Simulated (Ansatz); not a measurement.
## Tc of Rb (Im-3m) from its phonons

What Tc do the phonons of Rb (Im-3m) give, and how does it depend on μ*? The cell shown first is a relaxed one, from steps not shown here.

Method: DFT PBE, scalar-relativistic, plane waves, PAW; PAW set soft_1, in Ansatz 0.2.0.

### 1. The cell after earlier relaxation steps

It takes space group Im-3m (No. 229, cubic). The conventional cell has a = 5.672 Å, b = 5.672 Å, c = 5.672 Å, α = 90.00°, β = 90.00°, γ = 90.00°.

### 2. Coupling and resistivity: q 3×3×3, k 9×9×9, scattering 12×12×12

The run that gives the couplings also evaluates McMillan's and Allen and Dynes's formulas and, where asked, the Eliashberg equations, over a range of μ*.

File input.yaml:

```yaml
crystal:
  lattice:
    - [-2.8362174603, 2.8362174603, 2.8362174603]
    - [2.8362174603, -2.8362174603, 2.8362174603]
    - [2.8362174603, 2.8362174603, -2.8362174603]
  atoms:
    - { symbol: Rb, position: [0.0, 0.0, 0.0] }
kpoints:
  mp_grid: { grid: [9, 9, 9] }
hamiltonian:
  xc: pbe
  pseudopotentials: { kind: paw, azcp: { folder: soft_1 } }
scf:
  occupations: { method: methfessel_paxton, width: 0.2 }
output:
  eigenvalues: true
phonons:
  method: dfpt
  qmesh: [3, 3, 3]
  temperatures: { t_max: 1000, t_step: 50 }
  qpath:
    path:
      - [[0.0, 0.0, 0.0], [0.5, -0.5, 0.5], [0.0, 0.0, 0.5], [0.0, 0.0, 0.0], [0.25, 0.25, 0.25], [0.5, -0.5, 0.5]]
      - [[0.25, 0.25, 0.25], [0.0, 0.0, 0.5]]
    npoints: 6
  electrical_resistivity:
    mesh: [12, 12, 12]
    temperatures: [20.0, 50.0, 80.0, 100.0, 150.0, 200.0, 273.0, 300.0, 400.0, 500.0, 600.0, 800.0]
  superconductivity: { mesh: [12, 12, 12] }
```

Command:

```console
> ansatz run input.yaml --threads 16 --pin off --max-ram 92160MiB --backend cuda --events-out ev --progress --plain --runs-dir out --max-vram 78GiB
```

Numbers of over 12 decimals in the logs are rounded to 6 here.

What it wrote:

```text
Engine: ansatz 0.2.0, aarch64-unknown-linux-gnu
Pseudopotentials: kind: paw
Pseudopotential: Rb, paw, valence charge 9, recommended cutoff 420 eV (normal), soft_1/Rb.paw.azcp
Functional definition: PBE
  parameter kappa = 0.804
  parameter beta = 0.066725
  exchange = pbe_x(kappa = kappa, mu = beta*pi^2/3)
  correlation = pbe_c(beta = beta)
[...]
Crystal: 1 atoms, lattice volume = 91.260 Å³
Basis set: ecut = 420 eV, 1745 PW (Γ), exchange–correlation on 72×72×72 points (8 copies of the dense FFT grid, shifted against one another)
Bands: 9, of which v1, the nominal top of the filled ones, is band 5 counted from 1 (4 counted from 0)
Symmetry: 48 space group operations
k-points: 35 of 729
Non-local potential: Rb, projectors of the file, l = 0: 3, l = 1: 2, l = 2: 2
PAW form: soft (Blöchl's): semilocal exchange-correlation on the pseudo side does not see the compensation charge
PAW one-centre angular grid: Rb, 110 points (default); XC on 64 Gauss nodes
Initial density: superposition of atomic densities (chi_scale 0.1, normalization cell)
Initial wavefunctions: pseudopotential atomic-orbital guess
[...]
Functional: x = pbe(κ = 0.804, μ = 0.219515), c = pbe(β = 0.066725)
SCF iter   1: F=—  HF=-3267.373422 eV  |F-HF|=—  |Δ(HF+E_count)|=         —  Δρ=2.63e-3  dr2=1.91e-2  ethr=3.10e-3  ⟨swp⟩=5.0  Hψ=2283  notcnv=0
preconditioner: auto → Kerker (q_TF=auto, 1.854 Å⁻¹)  [metal: Δε(μ)=0.131 eV  Ē_g=3.542 eV  σ=0.200 eV  W_gap=0.47  n_scr=12 (ndim 8)  ℏωp=3.9 eV  f_vac=0.000  D(μ)=0.72/eV (n_scr^D=0)]
SCF iter   2: F=—  HF=-3267.370545 eV  |F-HF|=—  |Δ(HF+E_count)|=   2.88e-3  S|Δr|=    0.00e0  Δρ=1.65e-3  dr2=9.00e-3  ethr=2.12e-4  ⟨swp⟩=1.0  Hψ=595  notcnv=0
[...]
SCF iter   9: F=-3267.369872 eV  HF=-3267.369872 eV  |F-HF|=1.36e-12  |Δ(HF+E_count)|=  7.05e-11  S|Δr|=    0.00e0  Δρ=2.89e-8  dr2=5.39e-13  ethr=1.00e-12  ⟨swp⟩=6.8  Hψ=1888  notcnv=0
SCF 1 converged in 9 iterations: F = -3267.369872 eV  dr2 = 5.39e-13
  greatest PAW one-centre occupation: 0.975 electrons in one spin orbital (limit 2), on the Rb atom at site 0 (counted from 0), in its partial waves of l = 0
[...]
NSCF: frozen V_eff on 35 k-points, pencils in batches of 32, up to order 36
[...]
NSCF: frozen V_eff on 35 k-points
[...]
DFPT response loops at q = (0, 0, 0) (fractional): preconditioner auto → Kerker (q_TF=auto, 1.854 Å⁻¹) (partly filled bands, converged f_vac=0.000); β = 1.00, the filter's whole step (`scf.mixing.beta` (0.50) is not read by the response loops under this deck's `scf.mixing.preconditioner`; to damp them name `kerker` or `kerker_dos`, under which they read `scf.mixing.beta`, and type it under 1.00, their step now; both keys bind the ground state too); Anderson in place of MSR1; while a model of the screening serves, it and β = 1 on shorter waves in the place of filter and β
[...]
NSCF: frozen V_eff on 35 k-points
[...]
DFPT response loops at q = (0, 0, 0.333333) (fractional): mixed as the last ones told, above
[...]
DFPT response loops at q = (0, 0.333333, 0.333333) (fractional): mixed as the last ones told, above
[...]
DFPT response loops at q = (0.333333, 0.333333, -0.333333) (fractional): mixed as the last ones told, above
[...]
SCF iter   1: F=—  HF=-3267.373422 eV  |F-HF|=—  |Δ(HF+E_count)|=         —  Δρ=2.63e-3  dr2=1.91e-2  ethr=3.10e-3  ⟨swp⟩=5.0  Hψ=2283  notcnv=0
SCF iter   2: F=—  HF=-3267.370545 eV  |F-HF|=—  |Δ(HF+E_count)|=   2.88e-3  S|Δr|=    0.00e0  Δρ=1.65e-3  dr2=9.00e-3  ethr=2.12e-4  ⟨swp⟩=1.0  Hψ=595  notcnv=0
SCF iter   3: F=—  HF=-3267.369642 eV  |F-HF|=—  |Δ(HF+E_count)|=   9.02e-4  S|Δr|=    0.00e0  Δρ=6.65e-4  dr2=8.43e-4  ethr=1.00e-4  ⟨swp⟩=2.5  Hψ=439  notcnv=0
SCF iter   4: F=—  HF=-3267.369827 eV  |F-HF|=—  |Δ(HF+E_count)|=   1.85e-4  S|Δr|=    0.00e0  Δρ=1.31e-4  dr2=9.92e-6  ethr=9.36e-6  ⟨swp⟩=2.1  Hψ=472  notcnv=0
SCF iter   5: F=—  HF=-3267.369858 eV  |F-HF|=—  |Δ(HF+E_count)|=   3.03e-5  S|Δr|=    0.00e0  Δρ=2.80e-5  dr2=1.01e-6  ethr=1.10e-7  ⟨swp⟩=2.5  Hψ=472  notcnv=0
[...]
SCF iter   7: F=—  HF=-3267.369872 eV  |F-HF|=—  |Δ(HF+E_count)|=   1.77e-7  S|Δr|=    0.00e0  Δρ=1.43e-6  dr2=1.76e-9  ethr=9.06e-10  ⟨swp⟩=2.7  Hψ=443  notcnv=0
[...]
SCF 2 converged in 9 iterations: F = -3267.369872 eV  dr2 = 5.13e-13
[...]
SCF converged after 9 iterations
[...]
mean free path at 50 K (of a tensor a third of its trace): 106 nm by what each carries, 99.8 by the Fermi surface alone
  Hall coefficient in a weak field at 50 K (a third of the trace): -5.454e-10 m³/C (as a tensor it moves by 4.1 % between the two finest meshes); by each state's relaxation time: -5.622e-10 m³/C; by a constant relaxation time: -5.547e-10 m³/C
  mean free path at 80 K (of a tensor a third of its trace): 63.3 nm by what each carries, 60.1 by the Fermi surface alone
  Hall coefficient in a weak field at 80 K (a third of the trace): -5.454e-10 m³/C (as a tensor it moves by 4.2 % between the two finest meshes); by each state's relaxation time: -5.597e-10 m³/C; by a constant relaxation time: -5.542e-10 m³/C
  mean free path at 100 K (of a tensor a third of its trace): 50.2 nm by what each carries, 47.7 by the Fermi surface alone
  Hall coefficient in a weak field at 100 K (a third of the trace): -5.453e-10 m³/C (as a tensor it moves by 4.2 % between the two finest meshes); by each state's relaxation time: -5.591e-10 m³/C; by a constant relaxation time: -5.539e-10 m³/C
  mean free path at 150 K (of a tensor a third of its trace): 33.2 nm by what each carries, 31.5 by the Fermi surface alone
  Hall coefficient in a weak field at 150 K (a third of the trace): -5.451e-10 m³/C (as a tensor it moves by 4.1 % between the two finest meshes); by each state's relaxation time: -5.583e-10 m³/C; by a constant relaxation time: -5.533e-10 m³/C
  mean free path at 200 K (of a tensor a third of its trace): 24.8 nm by what each carries, 23.6 by the Fermi surface alone
  Hall coefficient in a weak field at 200 K (a third of the trace): -5.449e-10 m³/C (as a tensor it moves by 4.1 % between the two finest meshes); by each state's relaxation time: -5.580e-10 m³/C; by a constant relaxation time: -5.530e-10 m³/C
  mean free path at 273 K (of a tensor a third of its trace): 18.2 nm by what each carries, 17.3 by the Fermi surface alone
  Hall coefficient in a weak field at 273 K (a third of the trace): -5.447e-10 m³/C (as a tensor it moves by 4.2 % between the two finest meshes); by each state's relaxation time: -5.578e-10 m³/C; by a constant relaxation time: -5.528e-10 m³/C
  mean free path at 300 K (of a tensor a third of its trace): 16.6 nm by what each carries, 15.7 by the Fermi surface alone
  Hall coefficient in a weak field at 300 K (a third of the trace): -5.447e-10 m³/C (as a tensor it moves by 4.3 % between the two finest meshes); by each state's relaxation time: -5.578e-10 m³/C; by a constant relaxation time: -5.528e-10 m³/C
  mean free path at 400 K (of a tensor a third of its trace): 12.4 nm by what each carries, 11.8 by the Fermi surface alone
  Hall coefficient in a weak field at 400 K (a third of the trace): -5.444e-10 m³/C (as a tensor it moves by 4.3 % between the two finest meshes); by each state's relaxation time: -5.577e-10 m³/C; by a constant relaxation time: -5.526e-10 m³/C
  mean free path at 500 K (of a tensor a third of its trace): 9.98 nm by what each carries, 9.43 by the Fermi surface alone
  Hall coefficient in a weak field at 500 K (a third of the trace): -5.438e-10 m³/C (as a tensor it moves by 4.4 % between the two finest meshes); by each state's relaxation time: -5.576e-10 m³/C; by a constant relaxation time: -5.524e-10 m³/C
  mean free path at 600 K (of a tensor a third of its trace): 8.33 nm by what each carries, 7.86 by the Fermi surface alone
  Hall coefficient in a weak field at 600 K (a third of the trace): -5.429e-10 m³/C (as a tensor it moves by 4.5 % between the two finest meshes); by each state's relaxation time: -5.573e-10 m³/C; by a constant relaxation time: -5.520e-10 m³/C
  mean free path at 800 K (of a tensor a third of its trace): 6.29 nm by what each carries, 5.90 by the Fermi surface alone
  Hall coefficient in a weak field at 800 K (a third of the trace): -5.397e-10 m³/C (as a tensor it moves by 4.5 % between the two finest meshes); by each state's relaxation time: -5.558e-10 m³/C; by a constant relaxation time: -5.507e-10 m³/C
  the resistivity times a path that all electrons share, by the Fermi surface of the deck's mesh alone (a third of the trace): 2.564e-15 Ω·m²
  not converged in the mesh (λ; λ_tr; the resistivity at 20 K by 8.18 %; the resistivity at 50 K by 8.05 %; the resistivity at 80 K by 8.09 %; the resistivity at 100 K by 8.14 %; the resistivity at 150 K by 8.32 %; the resistivity at 200 K by 8.46 %; the resistivity at 273 K by 8.65 %; the resistivity at 300 K by 8.74 %; the resistivity at 400 K by 8.97 %; the resistivity at 500 K by 9.17 %; the resistivity at 600 K  [...]
  vibrations of 27 cells: unjudged by the run; compare a larger repeat
  the changes of the potential over all sites missed a rigid shift's by 0.00 % (the site terms' by 0.00 %)
--- Superconductivity: potentials and phonons of a 3×3×3 supercell ---
           mesh         λ    ħω_log (meV)  μ* declared at (meV)
       12×12×12    0.1914           3.022                3.851
          6×6×6    0.1962           3.041                3.901
          3×3×3    0.2223           2.834                4.019
  λ by the species' shares of the modes' patterns: Rb 0.1914
  with the Fermi level up to 6.0 meV (the hardest mode) off, states and modes as they are: density of states 0.4626 to 0.4670 /eV of one spin and cell, λ 0.1910 to 0.1917
  transition temperature on the deck's mesh (K), isotropic and anisotropic, restricted to the Fermi surface (FSR) and over the full bandwidth (FBW), and the last with the density of states resolved in a narrower window:
        μ*   McMillan   Allen–Dynes      iso. FSR      iso. FBW    aniso. FSR    aniso. FBW  narrow window
      0.08      0.000         0.000    none_found    none_found    none_found    none_found     none_found
      0.10      0.000         0.000    none_found    none_found    none_found    none_found     none_found
      0.12      0.000         0.000    none_found    none_found    none_found    none_found     none_found
      0.13      0.000         0.000    none_found    none_found    none_found    none_found     none_found
      0.14      0.000         0.000    none_found    none_found    none_found    none_found     none_found
      0.16      0.000         0.000    none_found    none_found    none_found    none_found     none_found
      0.20          -             -    none_found    none_found    none_found    none_found     none_found
  none_found: no transition down to 0.1 K
  isotope coefficients −∂ln Tc/∂ln M under μ* = 0.13, the force constants as they are, of the isotropic transitions restricted to the Fermi surface and over the full bandwidth: Rb - and -
  not converged in the mesh (λ): between neighbouring meshes, the two finest first, λ moves by 2.51 % and 13.29 % and the anisotropic transition temperature over the full bandwidth at μ* = 0.13 by nothing (neither mesh has one) and nothing (neither mesh has one); converged means that the two finest part by at most 2.00 % and 5.00 %
  vibrations of 27 cells: unjudged by the run; compare a larger repeat
  the changes of the potential over all sites missed a rigid shift's by 0.00 % (the site terms' by 0.00 %)
```

It took 13 s on 1 × NVIDIA GB200 with 16 threads of Arm Neoverse V2, shared host; peak memory 3.1 GiB; 95 s of CPU time.

This step gave:

```yaml
volume_per_atom: 91.26 Å³/atom
metallic_on_mesh: yes
gap_on_the_k_mesh: 0 eV
zero_point_energy: 0.005690 eV/cell
share_of_imaginary_modes_in_the_plain_interpolation_between_solved_wavevectors: 0
highest_frequency_solved_or_plainly_interpolated: 48.1 cm⁻¹
debye_temperature_second_moment: 61 K
resistivity_at_300_k: 16.31 μΩ cm
coupling_constant_lambda: 0.1914
density_of_states_at_the_fermi_level: 0.4648 states/eV a spin and cell
log_mean_phonon_energy_omega_log: 3.022 meV
transport_coupling_constant_lambda_tr: 0.1954, 0.1954, 0.1954 (xx, yy, zz)
drude_plasma_energy: 3.717, 3.717, 3.717 eV (xx, yy, zz)
resistivity_times_mean_free_path: 25.64, 25.64, 25.64 × 10⁻¹⁶ Ω m² (xx, yy, zz)
second_moment_phonon_energy_omega: 3.851 meV
coupling_lambda_by_branch: 0.0745, 0.0322, 0.0847 (branches by rank of frequency)
```

An empty cell: under 1 mK by a formula, or no transition down to the floor of the Eliashberg search. Transition temperatures:

```
  μ*  McMillan Tc (K)  Allen–Dynes Tc (K)
0.08                -                   -
 0.1                -                   -
0.12                -                   -
0.13                -                   -
0.14                -                   -
0.16                -                   -
 0.2                -                   -
```

### 3. Resistivity: q 3×3×3, k 12×12×12, scattering 20×20×20

The next rung changes the k mesh of the density and its response; the scattering mesh, which samples the Fermi surface.

input.yaml, as its differences from that of step 2:

```diff
@@ -8,3 +8,3 @@
 kpoints:
-  mp_grid: { grid: [9, 9, 9] }
+  mp_grid: { grid: [12, 12, 12] }
 hamiltonian:
@@ -26,4 +26,4 @@
   electrical_resistivity:
-    mesh: [12, 12, 12]
+    mesh: [20, 20, 20]
     temperatures: [20.0, 50.0, 80.0, 100.0, 150.0, 200.0, 273.0, 300.0, 400.0, 500.0, 600.0, 800.0]
-  superconductivity: { mesh: [12, 12, 12] }
+  superconductivity: { mesh: [20, 20, 20] }
```

What it wrote:

```text
[...]
Crystal: 1 atoms, lattice volume = 91.260 Å³
Basis set: ecut = 420 eV, 1745 PW (Γ), exchange–correlation on 72×72×72 points (8 copies of the dense FFT grid, shifted against one another)
Bands: 9, of which v1, the nominal top of the filled ones, is band 5 counted from 1 (4 counted from 0)
Symmetry: 48 space group operations
k-points: 72 of 1728
[...]
SCF iter   1: F=—  HF=-3267.369965 eV  |F-HF|=—  |Δ(HF+E_count)|=         —  Δρ=2.63e-3  dr2=1.90e-2  ethr=3.10e-3  ⟨swp⟩=5.0  Hψ=4687  notcnv=0
[...]
SCF iter   2: F=—  HF=-3267.367110 eV  |F-HF|=—  |Δ(HF+E_count)|=   2.86e-3  S|Δr|=    0.00e0  Δρ=1.65e-3  dr2=8.99e-3  ethr=2.12e-4  ⟨swp⟩=1.1  Hψ=1228  notcnv=0
[...]
SCF iter   9: F=-3267.366458 eV  HF=-3267.366458 eV  |F-HF|=1.36e-12  |Δ(HF+E_count)|=  7.69e-11  S|Δr|=    0.00e0  Δρ=2.70e-8  dr2=5.78e-13  ethr=1.00e-12  ⟨swp⟩=6.8  Hψ=3572  notcnv=0
SCF 1 converged in 9 iterations: F = -3267.366458 eV  dr2 = 5.78e-13
[...]
NSCF: frozen V_eff on 72 k-points, pencils in batches of 32, up to order 36
[...]
NSCF: frozen V_eff on 72 k-points
[...]
SCF iter   1: F=—  HF=-3267.369965 eV  |F-HF|=—  |Δ(HF+E_count)|=         —  Δρ=2.63e-3  dr2=1.90e-2  ethr=3.10e-3  ⟨swp⟩=5.0  Hψ=4687  notcnv=0
[...]
SCF iter   5: F=—  HF=-3267.366439 eV  |F-HF|=—  |Δ(HF+E_count)|=   4.71e-5  S|Δr|=    0.00e0  Δρ=2.79e-5  dr2=9.87e-7  ethr=1.06e-7  ⟨swp⟩=2.4  Hψ=922  notcnv=0
[...]
SCF iter   7: F=—  HF=-3267.366458 eV  |F-HF|=—  |Δ(HF+E_count)|=   1.78e-7  S|Δr|=    0.00e0  Δρ=1.38e-6  dr2=1.74e-9  ethr=9.08e-10  ⟨swp⟩=2.7  Hψ=918  notcnv=0
[...]
SCF 2 converged in 9 iterations: F = -3267.366458 eV  dr2 = 5.54e-13
[...]
SCF converged after 9 iterations
[...]
vibrations of 27 cells: unjudged by the run; compare a larger repeat
[...]
--- Superconductivity: potentials and phonons of a 3×3×3 supercell ---
           mesh         λ    ħω_log (meV)  μ* declared at (meV)
       20×20×20    0.1859           2.965                3.786
       10×10×10    0.1924           2.924                3.793
          5×5×5    0.1824           2.861                3.890
  λ by the species' shares of the modes' patterns: Rb 0.1859
[...]
0.08      0.000         0.000    none_found    none_found    none_found    none_found     none_found
      0.10      0.000         0.000    none_found    none_found    none_found    none_found     none_found
      0.12      0.000         0.000    none_found    none_found    none_found    none_found     none_found
      0.13      0.000         0.000    none_found    none_found    none_found    none_found     none_found
      0.14      0.000         0.000    none_found    none_found    none_found    none_found     none_found
      0.16      0.000         0.000    none_found    none_found    none_found    none_found     none_found
      0.20          -             -    none_found    none_found    none_found    none_found     none_found
  none_found: no transition down to 0.1 K
[...]
vibrations of 27 cells: unjudged by the run; compare a larger repeat
[...]
```

It took 25 s on 1 × NVIDIA GB200 with 16 threads; peak memory 3.2 GiB.

This step gave:

- zero point energy: 0.005648 eV/cell
- highest frequency, solved or plainly interpolated: 47.8 cm⁻¹
- Debye temperature (second moment): 60 K
- resistivity at 300 K: 16.03 μΩ cm
- coupling constant λ: 0.1859
- density of states at the Fermi level: 0.4538 states/eV a spin and cell
- log mean phonon energy ħω_log: 2.965 meV
- transport coupling constant λ_tr: 0.1919, 0.1919, 0.1919 (xx, yy, zz)
- Drude plasma energy: 3.715, 3.715, 3.715 eV (xx, yy, zz)
- resistivity times mean free path: 25.89, 25.89, 25.89 × 10⁻¹⁶ Ω m² (xx, yy, zz)
- second-moment phonon energy ħω₂: 3.786 meV
- coupling λ by branch: 0.0747, 0.0308, 0.0804 (branches by rank of frequency)

An empty cell: under 1 mK by a formula, or no transition down to the floor of the Eliashberg search. Transition temperatures:

```
  μ*  McMillan Tc (K)  Allen–Dynes Tc (K)
0.08                -                   -
 0.1                -                   -
0.12                -                   -
0.13                -                   -
0.14                -                   -
0.16                -                   -
 0.2                -                   -
```

For the log mean phonon energy ħω_log, step 2 gave 3.02 meV; this run, with k-mesh 12×12×12 and scattering mesh 20×20×20, gives 2.96 meV.

(Part 1 of 2 ends here.)

[Logs are printed without paths, hosts, clocks, repeated set-up lines and the standing remarks that a program may print on its own settings, such as how far it seeks lower states.]

[Hosts, paths, dates, database ids (printed as entryN), source tags and the programs' standing remarks are cut or masked in the printed files.]
